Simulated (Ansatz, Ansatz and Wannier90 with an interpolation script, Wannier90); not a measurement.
Rows from a G0W0 calculation on PtS2 (1T monolayer) (Ansatz 0.2.0; G0W0 on PBEsol, plane waves, PAW; 12×12×1 mesh, 494 empty bands, screening to 80 eV), in eV. Spin-orbit coupling is left out.

```csv
row,Σx,Σc,Vxc,Z
A,-16.55,-3.08,-20.35,0.72
B,-16.30,-2.75,-19.72,0.73
C,-16.17,-3.33,-20.23,0.70
D,-21.29,2.42,-18.46,0.71
E,-15.29,-2.98,-18.96,0.73
F,-20.48,2.11,-17.97,0.71
```

Question: Which rows are filled states and which are empty ones, and how can one tell?

Filled: D and F. Empty: A, B, C and E. The sign of Σc tells: for a filled state bare exchange, which holds its interaction with itself, lies below Vxc (Σx − Vxc is -2.5 eV or lower here) and screening gives part back as a positive Σc. For an empty state Σx lies above Vxc (+3.4 eV or more) and the Coulomb hole leaves Σc negative.

[Paths, hosts, dates, memory and timing lines, banners, echoed tables and standing remarks are left out of the program output.]

[Logs are printed without paths, hosts, clocks, repeated set-up lines and the standing remarks that a program may print on its own settings, such as how far it seeks lower states.]

[Runs of the session that timed out or met a known fault of the program may be left out.]

[Hosts, paths, dates, database ids (printed as entryN), source tags and the programs' standing remarks are cut or masked in the printed files.]
